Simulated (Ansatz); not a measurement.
# What LiZnF3 (model cell, started as cubic perovskite with Zn in the octahedra) distorts into, part 3 of 3

Wanted: the energy along a soft mode of LiZnF3 (model cell, started as cubic perovskite with Zn in the octahedra) and the structure at the end.

Ansatz 0.2.0; DFT PBEsol, scalar-relativistic, plane waves, PAW; PAW set soft_1.

So far. Step 5 (Energy along the mode, all amplitudes (two of the runs …): The lowest of the steps tried is the last one, at 0.6 Å, 44.0 meV/atom below the parent; the bottom of the well need not coincide with a step. Step 7 (The new phase in its own primitive cell): The largest force component left is 0.29 meV/Å and the pressure is 0.006 GPa, within the tolerances set. The cell now holds 12.84 Å³/atom. The relaxed cell has a = 5.685, c = 7.943 Å (conventional setting).

The structure was built from a prototype and need not be the compound's stable phase.

## (8) Modes of the new phase, k-mesh 6×6×6

A relaxed structure may still be a saddle point, so its zone-centre modes are computed. The response to a homogeneous field gives the Born charges and the dielectric tensor.

The input, input.yaml:

```yaml
crystal:
  lattice:
    - [-2.8426693047, 2.8426693047, 3.9713870349]
    - [2.8426693047, -2.8426693047, 3.9713870349]
    - [2.8426693047, 2.8426693047, -3.9713870349]
  atoms:
    - { symbol: Li, position: [0.8541066903, 0.8541066903, 0.0] }
    - { symbol: Li, position: [0.1458933097, 0.1458933097, 0.0] }
    - { symbol: Zn, position: [0.5, 0.0, 0.5] }
    - { symbol: Zn, position: [0.0, 0.5, 0.5] }
    - { symbol: F, position: [0.7817774499, 0.2182225501, 0.0] }
    - { symbol: F, position: [0.2182225501, 0.7817774499, 0.0] }
    - { symbol: F, position: [0.75, 0.25, 0.5] }
    - { symbol: F, position: [0.25, 0.75, 0.5] }
    - { symbol: F, position: [0.2182225501, 0.2182225501, 0.4364451001] }
    - { symbol: F, position: [0.7817774499, 0.7817774499, 0.5635548999] }
kpoints:
  mp_grid: { grid: [6, 6, 6] }
hamiltonian:
  xc: pbesol
  pseudopotentials: { kind: paw, azcp: { folder: soft_1 }, xc_functional: pbe }
scf:
  occupations: { method: fixed }
output:
  eigenvalues: true
phonons:
  method: dfpt
  dielectric: true
  rigid_motions: translations
```

The run is started by

```console
$ ansatz run input.yaml --threads 4 --pin off --max-ram 16384MiB --backend cpu --events-out ev --progress --plain --runs-dir out
```

Numbers of over 12 decimals in the logs are rounded to 6 here.

The program printed:

```text
[...]
Crystal: 10 atoms, lattice volume = 128.367 Å³
Basis set: ecut = 420 eV, 2549 PW (Γ), exchange–correlation on 80×80×80 points (8 copies of the dense FFT grid, shifted against one another)
Bands: 46, of which v1, the nominal top of the filled ones, is band 36 counted from 1 (35 counted from 0)
Symmetry: 16 space group operations
k-points: 112 of 216 (irreducible under 1 space group operation, time reversal used)
[...]
SCF iter   1: F=—  HF=-11787.059688 eV  |F-HF|=—  |Δ(HF+E_count)|=         —  Δρ=1.78e-1  dr2=2.48e1  ethr=3.10e-3  ⟨swp⟩=4.6  Hψ=21299  notcnv=0  defer=813
[...]
SCF iter  14: F=-11777.539096 eV  HF=-11777.539096 eV  |F-HF|=1.09e-11  |Δ(HF+E_count)|=  9.46e-11  Δρ=1.29e-7  dr2=1.76e-11  ethr=1.00e-12  ⟨swp⟩=6.0  Hψ=23842  notcnv=0
SCF 1 converged in 14 iterations: F = -11777.539096 eV  dr2 = 1.76e-11
[...]
NSCF: frozen V_eff on 4 k-points
DFPT response loops at Γ: preconditioner auto → none (the input reference at scf.mixing.eps_inf says where Resta's filter doesn't serve); β = 0.50; Broyden in place of MSR1
SCF converged after 14 iterations
Free energy (F): -11777.539096 eV
[...]
Internal energy: -11777.539096 eV  (E = F + TS)
E sigma→0 (E₀):  -11777.539096 eV
Fermi energy:    1.937187 eV
[...]
--- Band table (eV; the first three rows and the last of 112) ---
  k-point 0: bands = [... 32 lower, 0.4267, 0.4267, 1.6648, 1.9372, 5.3442, 9.6186, 10.2258, 11.5921, ... 6 higher]
  k-point 1: bands = [... 32 lower, 0.3884, 0.4225, 1.2894, 1.8992, 5.8129, 9.6674, 10.2301, 10.9577, ... 6 higher]
  k-point 2: bands = [... 32 lower, 0.3363, 0.3520, 0.4145, 1.8936, 6.9396, 9.4657, 10.2350, 10.5332, ... 6 higher]
  k-point 111: bands = [... 32 lower, 0.3349, 0.3349, 0.4080, 1.6627, 8.0816, 8.7424, 10.0441, 10.1707, ... 6 higher]
--- Phonons (Γ-DFPT): 9 representative perturbations + reference, on 112 of 216 k-points (Σ response iterations 34) ---
  k mesh reduced under 1 symmetry operation, with k and −k counted as one. Each operation leaves every solved perturbation unchanged. A smaller set is not considered because the run solves the response to a homogeneous field
  ASR residual: 7.640e-5 → 0.000e0 eV/Å²; symmetrization residual: 4.668e-6 eV/Å²
  ASR residual per site (eV/Å²): 3.27e-5 3.27e-5 7.64e-5 7.64e-5 6.79e-5 6.79e-5 4.78e-5 4.78e-5 6.79e-5 6.79e-5
  Γ frequencies (cm⁻¹): -127.85 -127.85 -97.02 -62.82 -62.82 -40.25 -40.25 0.00 0.00 0.00 99.08 155.72 155.72 171.97 189.79 189.79 209.32 250.47 250.47 250.96 292.13 298.55 298.55 303.73 324.77 426.00 455.30 455.30 465.20 558.47
  ε∞ (high-frequency dielectric tensor):
        2.187989     0.000000     0.000000
        0.000000     2.187989     0.000000
        0.000000     0.000000     2.198746
  softest optical mode at Γ: -127.85 cm⁻¹; the repairs (sum rule, projections) moved no ω² at Γ by more than (2.60 cm⁻¹)²
  Born effective charges Z* (e; rows j = field, columns β = displacement):
    site 0:
         1.13280    0.00000   -0.00000
        -0.00000    1.13280   -0.00000
         0.00000   -0.00000    1.00349
    site 1:
         1.13280    0.00000    0.00000
        -0.00000    1.13280    0.00000
         0.00000   -0.00000    1.00349
    site 2:
         1.92321    0.00000    0.00000
        -0.00000    2.49741    0.00000
         0.00000    0.00000    2.29449
    site 3:
         2.49741    0.00000    0.00000
        -0.00000    1.92321    0.00000
         0.00000   -0.00000    2.29449
    site 4:
        -1.27227   -0.38279   -0.00000
        -0.38279   -1.27227   -0.00000
         0.00000   -0.00000   -0.78087
    site 5:
        -1.27227   -0.38279   -0.00000
        -0.38279   -1.27227   -0.00000
         0.00000    0.00000   -0.78087
    site 6:
        -0.79856    0.00000   -0.00000
        -0.00000   -0.79856    0.00000
         0.00000   -0.00000   -1.73625
    site 7:
        -0.79856    0.00000    0.00000
        -0.00000   -0.79856   -0.00000
         0.00000   -0.00000   -1.73625
    site 8:
        -1.27227    0.38279   -0.00000
         0.38279   -1.27227   -0.00000
         0.00000    0.00000   -0.78087
    site 9:
        -1.27227    0.38279   -0.00000
         0.38279   -1.27227   -0.00000
        -0.00000    0.00000   -0.78087
  Z* charge neutrality: 1.034e-4 e pre-enforcement
  k-mesh period / interband length: 33.9 Å / 1.03 Å = 32.95 at k = (0.0000, 0.0000, 0.0000), direct gap 3.407 eV — 14 or more, which is no proof of convergence
  optical modes at Γ without the LO–TO term, one row a degenerate level:
      ω (cm⁻¹)  modes    IR ((D/Å)²/amu)
       -127.85      2             0.0000
        -97.02      1             0.0000
        -62.82      2             0.0000
        -40.25      2            15.0965
         99.08      1             0.0000
        155.72      2             0.3096
        171.97      1             0.1801
[...]
optical modes at Γ + LO–TO along q̂ = [1.0000, 0.0000, 0.0000]:
      ω (cm⁻¹)  modes    IR ((D/Å)²/amu)
[...]
optical modes at Γ + LO–TO along q̂ = [0.0000, 1.0000, 0.0000]:
      ω (cm⁻¹)  modes    IR ((D/Å)²/amu)
[...]
optical modes at Γ + LO–TO along q̂ = [0.0000, 0.0000, 1.0000]:
      ω (cm⁻¹)  modes    IR ((D/Å)²/amu)
[...]
189.79      2            14.7184
        250.47      2             0.0000
        250.96      1             0.0000
        292.13      1             0.0000
        298.55      2             0.9759
        303.73      1             0.0000
        324.77      1             0.0000
        327.83      1             4.5640
        426.00      1             0.0000
        455.30      2            13.2214
        555.85      1            16.1272
        558.47      1             0.0000
```

It took 3.4 min on 4 threads of Intel Xeon Platinum 8375C at 2.90GHz (Ice Lake), shared host; peak memory 2.8 GiB; 13 min of CPU time.

This step gave:

* sum-rule residual before enforcement: 7.64e-5 eV/Å²
* miss of the charge sum rule: 1.03e-4 e
* point group: 4/mmm
* highest optical mode at the zone centre (no LO-TO term): 558.5 cm⁻¹
* lowest optical zone-centre mode: -127.8 cm⁻¹
* mean high-frequency dielectric constant: 2.192
* largest Born charge (third of the trace): 2.238 e
* top of the zone-centre spectrum with the field: 558.5 cm⁻¹

Without the LO-TO term. Patterns of degenerate modes are one choice out of their space. The modes at Γ (shares of kinetic energy by element, %) (negative means imaginary):

| mode | frequency (cm⁻¹) | symmetry | Li % | Zn % | F % |
| --- | --- | --- | --- | --- | --- |
| 1 | -127.8 | Eg | 34 | 0 | 66 |
| 2 | -127.8 | Eg | 34 | 0 | 66 |
| 3 | -97.0 | B2g | 0 | 0 | 100 |
| 4 | -62.8 | Eg | 49 | 0 | 51 |
| 5 | -62.8 | Eg | 49 | 0 | 51 |
| 6 | -40.2 | Eu | 37 | 12 | 51 |
| 7 | -40.2 | Eu | 37 | 12 | 51 |
| 8 | 0.0 | acoustic | 5 | 51 | 44 |
| 9 | 0.0 | acoustic | 5 | 51 | 44 |
| 10 | 0.0 | acoustic | 5 | 51 | 44 |
| 11 | 99.1 | B1u | 0 | 0 | 100 |
| 12 | 155.7 | Eu | 20 | 44 | 36 |
| 13 | 155.7 | Eu | 20 | 44 | 36 |
| 14 | 172.0 | A2u | 31 | 33 | 35 |
| 15 | 189.8 | Eu | 3 | 23 | 74 |
| 16 | 189.8 | Eu | 3 | 23 | 74 |
| 17 | 209.3 | A2u | 63 | 4 | 32 |
| 18 | 250.5 | Eg | 18 | 0 | 82 |
| 19 | 250.5 | Eg | 18 | 0 | 82 |
| 20 | 251.0 | B2u | 0 | 100 | 0 |
| 21 | 292.1 | A2g | 0 | 0 | 100 |
| 22 | 298.6 | Eu | 35 | 63 | 3 |
| 23 | 298.6 | Eu | 35 | 63 | 3 |
| 24 | 303.7 | A1g | 10 | 0 | 90 |
| 25 | 324.8 | B1g | 0 | 0 | 100 |
| 26 | 426.0 | A1g | 90 | 0 | 10 |
| 27 | 455.3 | Eu | 1 | 7 | 93 |
| 28 | 455.3 | Eu | 1 | 7 | 93 |
| 29 | 465.2 | A2u | 0 | 12 | 88 |
| 30 | 558.5 | B1g | 0 | 0 | 100 |

Displacements in mode 2 (-127.8 cm⁻¹), the largest set to 1:
```
Li1 -1.00 -0.01  0.00
Li2  1.00  0.01  0.00
Zn3  0.00  0.00  0.00
Zn4  0.00  0.00  0.00
F5   0.00  0.00 -0.25
F6   0.00  0.00  0.25
F7   0.77 -0.01  0.00
F8  -0.77  0.01  0.00
F9   0.00  0.00 -0.25
F10  0.00  0.00  0.25
```

Displacements in mode 14 (172.0 cm⁻¹), the largest set to 1:
```
Li1  0.00  0.00 -1.00
Li2  0.00  0.00 -1.00
Zn3  0.00  0.00  0.34
Zn4  0.00  0.00  0.34
F5   0.00  0.00 -0.45
F6   0.00  0.00 -0.45
F7   0.00  0.00  0.10
F8   0.00  0.00  0.10
F9   0.00  0.00 -0.45
F10  0.00  0.00 -0.45
```

Optical modes at the zone centre, without and with the macroscopic field of the longitudinal modes; each column is sorted by frequency, so a row need not hold one and the same mode. Modes with and without the field, by row:

| rank among optical modes | no field (cm⁻¹) | q along (1, 0, 0) (cm⁻¹) | q along (0, 0, 1) (cm⁻¹) |
| --- | --- | --- | --- |
| 1 | -127.8 | -127.8 | -127.8 |
| 2 | -127.8 | -127.8 | -127.8 |
| 3 | -97 | -97 | -97 |
| 4 | -62.8 | -62.8 | -62.8 |
| 5 | -62.8 | -62.8 | -62.8 |
| 6 | -40.2 | -40.2 | -40.2 |
| 7 | -40.2 | 99.1 | -40.2 |
| 8 | 99.1 | 115 | 99.1 |
| 9 | 155.7 | 155.7 | 155.7 |
| 10 | 155.7 | 156.7 | 155.7 |
| 11 | 172 | 172 | 172.4 |
| 12 | 189.8 | 189.8 | 189.8 |
| 13 | 189.8 | 209.3 | 189.8 |
| 14 | 209.3 | 250.5 | 250.5 |
| 15 | 250.5 | 250.5 | 250.5 |
| 16 | 250.5 | 251 | 251 |
| 17 | 251 | 286.4 | 292.1 |
| 18 | 292.1 | 292.1 | 298.6 |
| 19 | 298.6 | 298.6 | 298.6 |
| 20 | 298.6 | 303.7 | 303.7 |
| 21 | 303.7 | 324.8 | 324.8 |
| 22 | 324.8 | 328.8 | 327.8 |
| 23 | 426 | 426 | 426 |
| 24 | 455.3 | 455.3 | 455.3 |
| 25 | 455.3 | 465.2 | 455.3 |
| 26 | 465.2 | 543.6 | 555.9 |
| 27 | 558.5 | 558.5 | 558.5 |

Born charge (rows field, columns displacement) (e), principal values of the symmetric part by kind of site:

| atom | atoms with these values | low | middle | high | mean |
| --- | --- | --- | --- | --- | --- |
| Li1 | 2 | 1.00 | 1.13 | 1.13 | 1.09 |
| Zn3 | 2 | 1.92 | 2.29 | 2.50 | 2.24 |
| F5 | 4 | -1.66 | -0.89 | -0.78 | -1.11 |
| F7 | 2 | -1.74 | -0.80 | -0.80 | -1.11 |

In full for Li1:

```
1.13 0.00 0.00
0.00 1.13 0.00
0.00 0.00 1.00
```

High-frequency dielectric tensor:

```
2.19 0.00 0.00
0.00 2.19 0.00
0.00 0.00 2.20
```

Transverse modes; imaginary modes are left out. Infrared lines, with heights relative to the strongest:

| position (cm⁻¹) | relative intensity |
| --- | --- |
| 99 | 0.0 |
| 156 | 2.1 |
| 172 | 1.2 |
| 190 | 100 |
| 209 | 87 |
| 250 | 0.0 |
| 251 | 0.0 |
| 292 | 0.0 |
| 299 | 6.6 |
| 304 | 0.0 |
| 325 | 0.0 |
| 426 | 0.0 |
| 455 | 90 |
| 465 | 52 |
| 558 | 0.0 |

Before it was imposed, the acoustic sum rule was missed by 7.6e-5 eV/Å² and the charge sum rule by 1.0e-4 e. Small misses are needed for a sound result but don't prove that mesh and cutoff are converged. The lowest optical mode is imaginary, 127.8i cm⁻¹, so the energy falls along it.

## (9) What came out

```yaml
unstable_mode_of_the_parent: q = (-0.5, -0.5, -0.5), 220i cm⁻¹
depth_at_the_lowest_point_sampled: 44.0 meV/atom
largest_atomic_shift_at_that_point: 0.6 Å
space_group_reached_within_0p01_a: I4/mmm
energy_gained_over_the_parent_first_relaxation_on_the_mesh_of_the_frozen_mode: 65.7 meV/atom
volume_per_atom_phase_reached: 12.8 Å³
gap_on_the_k_mesh_phase_reached: 3.41 eV
lowest_optical_zone_centre_mode_phase_reached: -128 cm⁻¹
highest_optical_mode_at_the_zone_centre_no_lo_to_term_phase_reached: 558 cm⁻¹
```

**Reading.** Along this mode the structure falls into I4/mmm, 65.7 meV/atom below the parent. At the parent's cell the well is 44.05 meV/atom deep on the steps tried, with its lowest point at a shift of 0.6 Å. That is the last step tried, so the steps alone don't bracket the bottom of the well. Relaxing atoms and cell changes the gain by +21.62 meV/atom against the lowest step (energies at zero smearing). The new phase still has an imaginary mode at the zone centre of its cell, so it is a saddle point on the way to a lower structure. Of the 6 patterns followed to their end from this parent, this one ends 126 meV/atom above the lowest, Imma. Each path keeps the symmetry of its pattern, so a lower phase may lie along a pattern not tried. The PAW files were made for PBE and serve the other functionals too. The starting cell was built on a prototype and not taken from a measurement, so the phase need not exist.

[Logs are printed without paths, hosts, clocks, repeated set-up lines and the standing remarks that a program may print on its own settings, such as how far it seeks lower states.]

[Hosts, paths, dates, database ids (printed as entryN), source tags and the programs' standing remarks are cut or masked in the printed files.]
